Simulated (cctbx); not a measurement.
# Solving a structure by charge flipping

Cell a = 3.9850 Å, b = 3.9850 Å, c = 10.1960 Å, α = 90.00°, β = 90.00°, γ = 90.00°; space group I4/mmm (no. 139); content La2 Co4 Ti4.

Simulated single-crystal data (cctbx): Cu Kα, λ = 1.54184 Å, to d = 0.83 Å, 50 % of the full sphere, strongest reflection 40000 counts, noise from counting, a 4 % proportional error and a noise floor of 8 counts (s.d.); no absorption, and some extinction, which the refinements don't model.

Charge flipping in P1 on plain amplitudes to 0.83 Å, δ = 1 σ, 20 % of the reflections treated as weak, 200 cycles:

```text
cycle      R  skewness
    0  0.518     0.59
   16  0.412     2.63
   32  0.382     2.94
   48  0.380     3.24
   64  0.387     3.04
   80  0.372     3.19
   96  0.364     3.50
  112  0.380     3.09
  128  0.388     3.14
  144  0.351     3.53
  160  0.361     3.48
  176  0.352     3.23
  192  0.379     3.37
origin shift          correlation  skewness
-0.011  0.735  0.028      0.906      6.10
-0.011  0.730  0.220      0.910      4.72
 0.010  0.746  0.284      0.878      3.34
-0.012  0.732  0.476      0.882      3.11
taken: symmetry correlation 0.906, skewness 6.10
peak      x       y       z  mult  height/sigma
Q1    0.0000  0.0000  0.5000    2     17.7
Q2    0.0000  0.5000  0.2500    4      7.6
Q3    0.0000  0.0000  0.1318    4      6.1
Q4    0.0000  0.0000  0.2681    4      1.9
Q5    0.0000  0.0000  0.0000    2      1.5
Q6    0.0000  0.2666  0.4234   16      1.1
Q7    0.0000  0.2178  0.3071   16      0.9
Q8    0.2500  0.2500  0.2500    8      0.3
```

The origin is taken among those within 0.04 of the best correlation, by the skewness of the map.

It took 0.34 s on 1 thread of Arm Neoverse V2 (shared host), peak memory 0.07 GiB.

**Question.** Which peaks are atoms, and which elements?

Heights go roughly as Z and multiplicities must add up to the content. First model: Q1 = La1 (2 in the cell, height 17.7), Q2 = Co1 (4 in the cell, height 7.6) and Q3 = Ti1 (4 in the cell, height 6.1). Against the true structure, Q1 is La, Q2 is Co and Q3 is Ti; the other peaks are not atoms.

Least squares on F², isotropic:

```text
Rint 0.029, 58 unique reflections to 0.84 A
cycle     R1     wR2    GooF  max shift (A)
   1  0.1062  0.2396  10.854   0.01840
   2  0.0131  0.0264   1.198   0.00000
final R1 0.0131 wR2 0.0264 GooF 1.198  parameters 4  data/parameter 14.5
atom        x        y        z      Ueq    occ   su(xyz)  su(Uiso or U11)
La1    0.00000  0.00000  0.50000   0.0042  1.000  0.00000  0.0003
Co1    0.00000  0.50000  0.25000   0.0044  1.000  0.00000  0.0003
Ti1    0.00000  0.00000  0.13360   0.0052  1.000  0.00010  0.0003
difference map: max 0.51 min -0.99 rms 0.18
Q1    0.1649  0.1649  0.0000    8    0.53  1.65 A from Ti1
Q2    0.0000  0.2668  0.1341   16    0.45  1.06 A from Ti1
Q3    0.1708  0.1708  0.2869   16    0.33  1.53 A from Co1
Q4    0.0000  0.2427  0.5000    8    0.27  0.97 A from La1
Q5    0.1612  0.1612  0.5000    8    0.26  0.91 A from La1
```

Anisotropic refinement:

```text
Rint 0.029, 58 unique reflections to 0.84 A
cycle     R1     wR2    GooF  max shift (A)
   1  0.0131  0.0264   1.233   0.00003
   2  0.0125  0.0254   1.184   0.00000
final R1 0.0125 wR2 0.0254 GooF 1.184  parameters 7  data/parameter 8.3
atom        x        y        z      Ueq    occ   su(xyz)  su(Uiso or U11)
La1    0.00000  0.00000  0.50000   0.0042  1.000  0.00000  0.0003
Co1    0.00000  0.50000  0.25000   0.0045  1.000  0.00000  0.0003
Ti1    0.00000  0.00000  0.13360   0.0053  1.000  0.00011  0.0004
difference map: max 0.49 min -1.00 rms 0.18
Q1    0.1675  0.1675  0.0000    8    0.51  1.66 A from Ti1
Q2    0.0000  0.2627  0.1345   16    0.44  1.05 A from Ti1
Q3    0.1747  0.1747  0.2911   16    0.34  1.53 A from Co1
Q4    0.1624  0.1624  0.5000    8    0.29  0.92 A from La1
Q5    0.1823  0.1823  0.0992   16    0.21  1.09 A from Ti1
Q6    0.0000  0.2505  0.3809   16    0.20  1.57 A from La1
```

**Reading.** The refinement ends at R1 = 0.0125, wR2 = 0.0254, GooF = 1.18, with difference density between -1.00 and 0.49 e/Å³. Every site matches the true model in element, within 0.001 Å r.m.s., up to an allowed shift of origin.

True model:

| atom | mult. | x | y | z | Ueq (Å²) |
| --- | --- | --- | --- | --- | --- |
| La1 | 2 | 0 | 0 | 0 | 0.0045 |
| Co1 | 4 | 1/2 | 0 | 1/4 | 0.0050 |
| Ti1 | 4 | 0 | 0 | 0.3663 | 0.0055 |

The model is made up (kin elements in a known structure type, no relaxation), so it says nothing on whether the phase exists.

[Middle refinement cycles are left out of these outputs.]

[Logs are printed without paths, hosts, clocks, repeated set-up lines and the standing remarks that a program may print on its own settings, such as how far it seeks lower states.]
